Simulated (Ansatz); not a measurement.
# Cu chain started as a zigzag: one chain at several levels of theory, part 2 of 2

Wanted: the relaxed geometry and the open channels of the Cu chain started as a zigzag, by several methods.

Ansatz 0.2.0; DFT PBE, plane waves, PAW; relaxation of a chain's period (the session's first sound run).

So far, conductance of the lead as this run defines it (G₀): 2.00 in steps 3, 5, 7 and 9.

In doubt: warnings of the run leave room for a lower electronic state (steps 2, 8), so energies may not be the lowest and differences between runs may mislead.

### Step 11. Relaxation of atoms and period, cutoff 1350 eV

This step: DFT PBE, plane waves, PAW (JTH); relaxation of a chain's period (Ansatz 0.2.0).

The same functional on other atomic datasets tests how far the result hangs on the treatment of the cores. Against the first PBE run of this kind, the cutoff is 1350 eV against 420.

Input file input.yaml:

```yaml
crystal:
  lattice:
    - [9.0, 0.0, 0.0]
    - [0.0, 7.5, 0.0]
    - [0.0, 0.0, 4.4288651258]
  atoms:
    - { symbol: Cu, position: [0.434586962, 0.5, 0.0], spin: 0.5 }
    - { symbol: Cu, position: [0.565413038, 0.5, 0.5], spin: 0.5 }
magnetization:
  spin_polarized: true
kpoints:
  mp_grid: { grid: [1, 1, 19] }
scf:
  occupations: { method: fermi_dirac, width: 0.05 }
hamiltonian:
  xc: pbe
  pseudopotentials: { kind: paw, source: jth }
relax:
  cell: { fix: [a, b, alpha, beta, gamma] }
  max_steps: 60
```

Launch:

```console
$ ansatz run input.yaml --threads 4 --pin off --max-ram 8192MiB --backend cpu --events-out ev --progress --plain --runs-dir out
```

It took 3.2 min on 4 threads of Arm Neoverse V2, shared host; peak memory 1.9 GiB.

The cell's length comes to 2.391 Å, -0.0 % against the first run, with no moment. That is -46 % against the start, more than a small adjustment.

### Step 12. The relaxed wire

This step: DFT PBE, plane waves, PAW; relaxation of a chain's period (Ansatz 0.2.0).

No moment formed, so a run without spin should agree; this checks it and saves time.

input.yaml, the sections that differ from step 11:

```yaml
crystal:
  lattice:
    - [9.0, 0.0, 0.0]
    - [0.0, 7.5, 0.0]
    - [0.0, 0.0, 4.4288651258]
  atoms:
    - { symbol: Cu, position: [0.434586962, 0.5, 0.0] }
    - { symbol: Cu, position: [0.565413038, 0.5, 0.5] }
hamiltonian:
  xc: pbe
# kpoints, scf, relax: as in step 11
# magnetization: removed
```

It took 16 s on 4 threads; peak memory 0.54 GiB; 57 s of CPU time.

The cell's length comes to 2.391 Å, +0.0 % against the first run, with spin left out. That is -46 % against the start, more than a small adjustment.

### Step 13. Side by side

Times are for 4 threads of Arm Neoverse V2, shared host. The series side by side:

```tsv
no.	level	cell length along the wire (Å)	time	memory (GiB)
1	PBE	2.391	38 s	0.6
2	r2SCAN	2.351	2.7 min	1.3
3	LDA	2.302	28 s	0.56
4	PBEsol	2.343	34 s	0.6
5	PBE, JTH files	2.391	3.2 min	1.9
6	PBE, no spin	2.391	16 s	0.54
```

### Step 14. With spin-orbit coupling

This step: DFT PBE, plane waves, fully relativistic PAW; channels of a perfect chain with spin-orbit coupling (Ansatz 0.2.0).

Spin-orbit coupling mixes the spins and splits bands that cross or touch without it, so it can open or close channels. Fully relativistic datasets take the place of the scalar ones. The window is narrow, since spinor matrices are twice as large.

Input file input.yaml:

```yaml
crystal:
  lattice:
    - [9.0, 0.0, 0.0]
    - [0.0, 7.5, 0.0]
    - [0.0, 0.0, 2.3908068741]
  atoms:
    - { symbol: Cu, position: [0.385545402, 0.5, 0.0] }
    - { symbol: Cu, position: [0.614454598, 0.5, 0.5] }
kpoints:
  mp_grid: { grid: [1, 1, 34] }
  band_path: { path: ["Γ", Z], npoints: 60 }
scf:
  occupations: { method: fermi_dirac, width: 0.05 }
hamiltonian:
  xc: pbe
  pseudopotentials: { kind: paw_fr }
output:
  transmission:
    e_range: [-0.42, 0.42]
    de: 0.035
    kmesh: [1, 1]
    reduced_basis: false
    leads: [[0, 0]]
magnetization:
  noncollinear: true
  spin_orbit: true
```

It took 6.3 min on 4 threads; peak memory 4.2 GiB; 22 min of CPU time.

Numbers from this step:

| Property | Result |
| --- | --- |
| energy at zero smearing | -13248.3002 eV |
| channels at the energy nearest the Fermi level, both spins | 4 |

Table of open channels of the lead, both spins by energy, zero at the Fermi level:

```tsv
energy (eV)	open channels of the lead, both spins
-0.420	2
-0.385	4
-0.350	4
-0.315	4
-0.280	4
-0.245	4
-0.210	4
-0.175	4
-0.140	4
-0.105	4
-0.070	4
-0.035	4
0.000	4
0.035	4
0.070	4
0.105	4
0.140	4
0.175	4
0.210	4
0.245	4
0.280	4
0.315	4
0.350	4
0.385	4
0.420	4
```

The slowest values at each energy, most degenerate partners merged, listed up to 1.5 1/Å. Table of Im kz of the slowest decaying states by energy, zero at the Fermi level:

```tsv
energy (eV)	decay 1 (Å⁻¹)	decay 2 (Å⁻¹)	decay 3 (Å⁻¹)	decay 4 (Å⁻¹)
-0.420	0.0560	0.247	0.302	0.496
-0.350	0.271	0.316	0.522	0.535
-0.315	0.281	0.323	0.535	0.543
-0.245	0.298	0.334	0.559	0.559
-0.175	0.312	0.343	0.573	0.581
-0.105	0.324	0.350	0.586	0.603
-0.070	0.329	0.352	0.592	0.613
0.000	0.338	0.357	0.604	0.633
0.070	0.345	0.36	0.614	0.651
0.105	0.348	0.361	0.619	0.660
0.175	0.354	0.362	0.628	0.678
0.245	0.358	0.361	0.636	0.695
0.315	0.361	0.644	0.711	1.01
0.350	0.361	0.647	0.719	1.00
0.420	0.360	0.654	0.734	0.996
```

The electronic bands at the labelled points (eV, zero at the Fermi level):

```tsv
point	band 33	band 34	band 35	band 36	band 37	band 38	band 39	band 40
Γ	-1.02	-1.02	-0.85	-0.85	-0.70	-0.70	-0.41	-0.41
halfway	-1.22	-1.22	-1.19	-1.19	-1.09	-1.09	1.09	1.09
Z	-0.98	-0.98	-0.98	-0.98	2.65	2.65	2.65	2.65
```

At the computed energy nearest the Fermi level there are 4 spinor channels, and the thermal average gives 2.00 G₀.

### Step 15. A repeat with changed settings: output.transmission.temperature = 150.0

This step: DFT PBE, plane waves, PAW; channels and complex bands of a perfect chain; changed: output.transmission.temperature = 150.0 (Ansatz 0.2.0).

The atoms of the run on the perfect lead (PBE) are kept and the input is varied, to see whether the result depends on it. The ELF is not written this time.

input.yaml, the sections that differ from step 14:

```yaml
hamiltonian:
  xc: pbe
output:
  transmission:
    e_range: [-2, 2]
    de: 0.035
    kmesh: [1, 1]
    reduced_basis: true
    leads: [[0, 0]]
    temperature: 150.0
  dos: { projected: true, e_range: [-6, 4] }
  write_potential: true
  write_density: true
  volumetric_format: npy
# crystal, kpoints, scf: as in step 14
# magnetization: removed
```

The job ended after 24 s (4 threads; peak memory 0.7 GiB; 85 s of CPU time).

Numbers from this step:

| Property | Result |
| --- | --- |
| energy at zero smearing | -13247.5678 eV |

Table of open channels of the lead, one spin by energy, zero at the Fermi level:

```tsv
energy (eV)	open channels of the lead, one spin
-2.000	4
-1.895	4
-1.790	5
-1.685	5
-1.615	5
-1.510	6
-1.405	6
-1.300	6
-1.195	6
-1.090	6
-0.985	5
-0.915	3
-0.810	2
-0.705	1
-0.600	1
-0.495	1
-0.390	2
-0.285	2
-0.215	2
-0.110	2
-0.005	2
0.100	2
0.205	2
0.310	2
0.415	2
0.485	2
0.590	2
0.695	2
0.800	2
0.905	2
1.010	2
1.115	2
1.185	2
1.290	2
1.395	2
1.500	2
1.605	2
1.710	3
1.815	3
1.885	3
```

It took 24 s against 27 s for the run it varies; the program gives no conductance for this window, step and temperature, so that result is lost.

The channels at the energy nearest the Fermi level, one spin stays within 0.2 % plus 0.001 of the run it varies.

### Step 16. The same system on other settings: accuracy = "high"

This step: DFT PBE, plane waves, PAW; channels and complex bands of a perfect chain; changed: accuracy = "high" (Ansatz 0.2.0).

Changes to input.yaml since step 15:

```diff
@@ -22,3 +22,2 @@
     leads: [[0, 0]]
-    temperature: 150.0
   dos: { projected: true, e_range: [-6, 4] }
@@ -27 +26,2 @@
   volumetric_format: npy
+accuracy: high
```

Elapsed: 26 s, on 4 threads; peak memory 0.73 GiB; 91 s of CPU time.

It took 26 s against 27 s for the run it varies, and the conductance is 2.00 G₀ against 2.00 G₀.

The channels at the energy nearest the Fermi level, one spin and conductance of the lead as this run defines it stay within 0.2 % plus 0.001 of the run it varies.

### Step 17. What came out

```json
{
  "cell length, PBE": "2.391 Å",
  "cell length, r2SCAN": "2.351 Å",
  "cell length, LDA": "2.302 Å",
  "cell length, PBEsol": "2.343 Å",
  "cell length, PBE, JTH files": "2.391 Å",
  "cell length, PBE, no spin": "2.391 Å",
  "conductance, PBE": "2.00 G₀",
  "conductance, r2SCAN": "2.00 G₀",
  "conductance, LDA": "2.00 G₀",
  "conductance, PBEsol": "2.00 G₀",
  "conductance, with spin-orbit coupling": "2.00 G₀"
}
```

Under PBE the cell's length is 2.39 Å, no moment survives, and it is a metal with 2 channels a spin next to the Fermi level, 2.00 G₀ at 300 K. The cell's length spans 3.9 % over the functionals, shortest under LDA and longest under PBE. A perfect wire passes every open channel, so the conductance counts half a G₀ for each forward-moving state at the Fermi level, spin by spin. At the relaxed period it forms two rows 2.06 Å apart, with 2.38 Å between atoms of unlike rows and 2.39 Å along a row: a strip of triangles. Transport is coherent and elastic here: the atoms are frozen, so scattering by vibrations plays no part.

[Logs are printed without paths, hosts, clocks, repeated set-up lines and the standing remarks that a program may print on its own settings, such as how far it seeks lower states.]

[Hosts, paths, dates, database ids (printed as entryN), source tags and the programs' standing remarks are cut or masked in the printed files.]
